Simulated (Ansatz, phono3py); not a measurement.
# GaP (F-43m): solver, mesh and scattering choices in phono3py, part 5 of 5

Wanted: the sensitivity of κ of GaP to the choices of the transport step.

Measurements to reproduce:
- thermal conductivity 100 W/m/K near room temperature (given in “Combining the AFLOW GIBBS and Elastic Libraries to efficiently and robustly screen thermo-mechanical properties of solids”, 2017, arXiv:1611.05714)

Ansatz 0.2.0 and phono3py 4.10.0; DFT r2SCAN, scalar-relativistic, plane waves, PAW; PAW set soft_1 (the session's first sound run).

So far, κ at 300 K (W/m/K): step 3 (relaxation-time solution) 126; step 19 (Gaussian smearing, third order supercell 3×3×3, supercell 6×6×6 (run 2)) 116; step 21 (without the dipole term, third order supercell 3×3×3, supercell 6×6×6) 128; step 22 (a changed mass, third order supercell 3×3×3, supercell 6×6×6) 169; step 23 (mass disorder, third order supercell 3×3×3, supercell 6×6×6) 90.3.

## 24. A faulty attempt, third order supercell 3×3×3, supercell 6×6×6

Level of this step: DFT r2SCAN, scalar-relativistic, plane waves, PAW; PAW set soft_1; phono3py on Ansatz's force constants (phono3py).

This input was changed on purpose, to see how the program answers.

phono3py.yaml reads:

```yaml
phono3py:
  version: "4.10.0"
  frequency_unit_conversion_factor: 15.633302
  symmetry_tolerance: 1.00000e-05

physical_unit:
  atomic_mass: "AMU"
  length: "angstrom"

space_group:
  type: "F-43m"
  number: 216
  Hall_symbol: "F -4 2 3"

primitive_matrix:
- [  1.000000000000000,  0.000000000000000,  0.000000000000000 ]
- [  0.000000000000000,  1.000000000000000,  0.000000000000000 ]
- [  0.000000000000000,  0.000000000000000,  1.000000000000000 ]

supercell_matrix:
- [   3,   0,   0 ]
- [   0,   3,   0 ]
- [   0,   0,   3 ]

# [primitive_cell block left out]
unit_cell:
  lattice:
  - [     0.000000000000000,     2.725833929100000,     2.725833929100000 ] # a
  - [     2.725833929100000,     0.000000000000000,     2.725833929100000 ] # b
  - [     2.725833929100000,     2.725833929100000,     0.000000000000000 ] # c
  points:
  - symbol: Ga # 1
    coordinates: [  0.000000000000000,  0.000000000000000,  0.000000000000000 ]
    mass: 69.723000
    reduced_to: 1
  - symbol: P # 2
    coordinates: [  0.250000000000000,  0.250000000000000,  0.250000000000000 ]
    mass: 30.973762
    reduced_to: 2

# [supercell block left out]
phonon_supercell_matrix:
- [   6,   0,   0 ]
- [   0,   6,   0 ]
- [   0,   0,   6 ]

# [phonon_primitive_cell block left out]
# [phonon_supercell block left out]
nac:
  born_effective_charge:
  - # 1 (Ga)
    - [  2.148332994284952,  0.000000000000000,  0.000000000000000 ]
    - [  0.000000000000000,  2.148332994284952,  0.000000000000000 ]
    - [  0.000000000000000,  0.000000000000000,  2.148332994284952 ]
  - # 2 (P)
    - [ -2.148332994284952,  0.000000000000000,  0.000000000000000 ]
    - [  0.000000000000000, -2.148332994284952,  0.000000000000000 ]
    - [  0.000000000000000,  0.000000000000000, -2.148332994284952 ]
  dielectric_constant:
    - [  9.349330290410645,  0.000000000000000,  0.000000000000000 ]
    - [  0.000000000000000,  9.349330290410645,  0.000000000000000 ]
    - [  0.000000000000000,  0.000000000000000,  9.349330290410641 ]
  unit_conversion_factor: 14.399645
```

On the command line:

```
> phono3py phono3py.yaml --mesh 11 11 11 --br --freq-scale 0.5 --ts 300
```

The log of the run:

```text
[banner, memory and clock lines left out]
Rust backend (phonors) using rayon (8 threads).
Running in phono3py.load mode.
Spglib version 2.8.0
----------------------------- General settings -----------------------------
Run mode: conductivity-RTA
HDF5 data compression filter: gzip
Crystal structure was read from "phono3py.yaml".
Supercell (dim): [3 3 3]
Phonon supercell (dim-fc2): [6 6 6]
Primitive matrix:
  [1. 0. 0.]
  [0. 1. 0.]
  [0. 0. 1.]
Spacegroup: F-43m (216)
Use -v option to watch primitive cell, unit cell, and supercell structures.
NAC parameters were read from "phono3py.yaml".
fc3 was read from "fc3.hdf5".
fc2 was read from "fc2.hdf5".
----------------------------- Force constants ------------------------------
Max drift of fc3: 0.00000300 (yyx) 0.00000300 (yyx) 0.00000300 (yxy)
Max drift of fc2: -0.00000400 (zz) -0.00000400 (zz)
--------------------------- Calculation settings ---------------------------
Non-analytical term correction (NAC): True
NAC unit conversion factor:  14.39964
BZ integration: Tetrahedron-method
Temperature:  300.0
Cutoff frequency: 0.01
Frequency scale factor:  0.50000
Mesh sampling: [ 11 11 11 ]
Generating grid system ... [ 11 11 11 ]
fc3-r2q-transformation over three atoms: True
--------------------------- Phonon calculations ----------------------------
  PRB 50, 13035(R) (1994), PRB 55, 10355 (1997)
  G-cutoff distance: 1.21, Number of G-points: 307, Lambda: 0.39
Running harmonic phonon calculations...
-------------------- Lattice thermal conductivity (RTA) --------------------
Running heat capacity calculations...
Running velocity calculations...
======================= Grid point 0 (1/56) =======================
q-point: ( 0.00  0.00  0.00)
Boundary mean free path (millimeter): 1000.000
Number of triplets: 56
Frequency     group velocity (x, y, z)     |gv|
  -0.002   (   0.000    0.000    0.000)    0.000
  -0.002   (   0.000    0.000    0.000)    0.000
  -0.002   (   0.000    0.000    0.000)    0.000
   5.392   (   0.000    0.000   -0.000)    0.000
   5.392   (   0.000    0.000    0.000)    0.000
   5.392   (   0.000    0.000   -0.000)    0.000
======================= Grid point 1 (2/56) =======================
q-point: ( 0.09  0.00  0.00)
Boundary mean free path (millimeter): 1000.000
Number of triplets: 146
Frequency     group velocity (x, y, z)     |gv|
   0.470   (  -8.931    8.931    8.931)   15.469
   0.470   (  -8.931    8.931    8.931)   15.469
   0.989   ( -18.736   18.736   18.736)   32.452
   5.375   (   0.441   -0.441   -0.441)    0.764
   5.375   (   0.441   -0.441   -0.441)    0.764
   6.735   (  21.566  -21.566  -21.566)   37.353
[53 grid points left out]
======================= Grid point 310 (56/56) =======================
q-point: (-0.27  0.45  0.18)
Boundary mean free path (millimeter): 1000.000
Number of triplets: 366
Frequency     group velocity (x, y, z)     |gv|
   1.877   (   4.353    2.290   -0.000)    4.919
   2.234   (  -0.904    1.884   -0.000)    2.089
   3.255   (   0.937   -3.482    0.000)    3.606
   4.953   (  -1.562   -1.253    0.000)    2.003
   5.390   (   0.732    0.064   -0.000)    0.734
   5.889   (   0.091    0.837   -0.000)    0.842
=================== End of collection of collisions ===================
----------- Thermal conductivity (W/m-k) with tetrahedron method -----------
#  T(K)        xx         yy         zz         yz         xz         xy
  300.0      17.028     17.028     17.028     -0.000     -0.000      0.000

Thermal conductivity related properties were written into
"kappa-m111111.hdf5".
Summary of calculation was written in "phono3py.yaml".
```

Wall time 2.5 s (8 threads of Arm Neoverse V2, shared host); peak memory 0.1 GiB.

The run finished. A setting was moved off its sound value on purpose, so it serves as a test and not as the result.

The fault put into the input: force constants scaled so that frequencies halve, the dipole term apart, with which κ at 300 K comes out at 17.0 W/(m K).

## 25. What came out

- κ at 300 K, RTA, natural isotopes, mesh 19×19×19: 126 W/m/K
- κ at 300 K, RTA, pure, mesh 19×19×19: 146 W/m/K
- κ at 300 K, LBTE, mesh 19×19×19: 129 W/m/K
- κ at 300 K, with coherences, mesh 19×19×19: 127 W/m/K
- κ at 300 K, no dipole term, mesh 19×19×19: 128 W/m/K

In words: On these constants κ of GaP at 300 K is 126 W/(m K) in the base run, by relaxation time; smearing and coherences move that between 116 and 127. The full solution gives 129 W/(m K) (phono3py, mesh 19×19×19). On the same constants and mesh Ansatz's figure, which includes its coherence part, and phono3py's, which doesn't, differ by up to 1.0 %; with phono3py's own coherence part added, which is defined differently, the largest difference is 0.52 %. The last step of the mesh series (23 to 29) moves κ at 300 K by +7.0 %, while the coarsest mesh gives 52 % of the densest value. Normal processes make 38 % of the three-phonon scattering at 300 K, weighting modes by their heat capacity. A boundary length of 10 µm leaves 88 % of κ at 300 K. A boundary length of 100 µm leaves 98 % of κ at 300 K. Scaling the mass of Ga by 2 at fixed force constants, a model exercise, multiplies the isotope-free κ by 1.16. A mass variance of 0.001 on the Ga sites, typed in place of the natural one, gives 72 % of the base value. A measured thermal conductivity near room temperature is 100 W/m/K (arXiv:1611.05714); the calculated 129 W/m/K differs by +29 %. Four-phonon, defect and boundary scattering, which are left out, would lower the calculated value; thermal expansion is left out too. The PAW files were made for PBE and are used here under another functional, for which the program regenerates the frozen cores.

[Logs are printed without paths, hosts, clocks, repeated set-up lines and the standing remarks that a program may print on its own settings, such as how far it seeks lower states.]

[Hosts, paths, dates, database ids (printed as entryN), source tags and the programs' standing remarks are cut or masked in the printed files.]

[A step with changed settings may run another functional than the one named; its input shows which.]
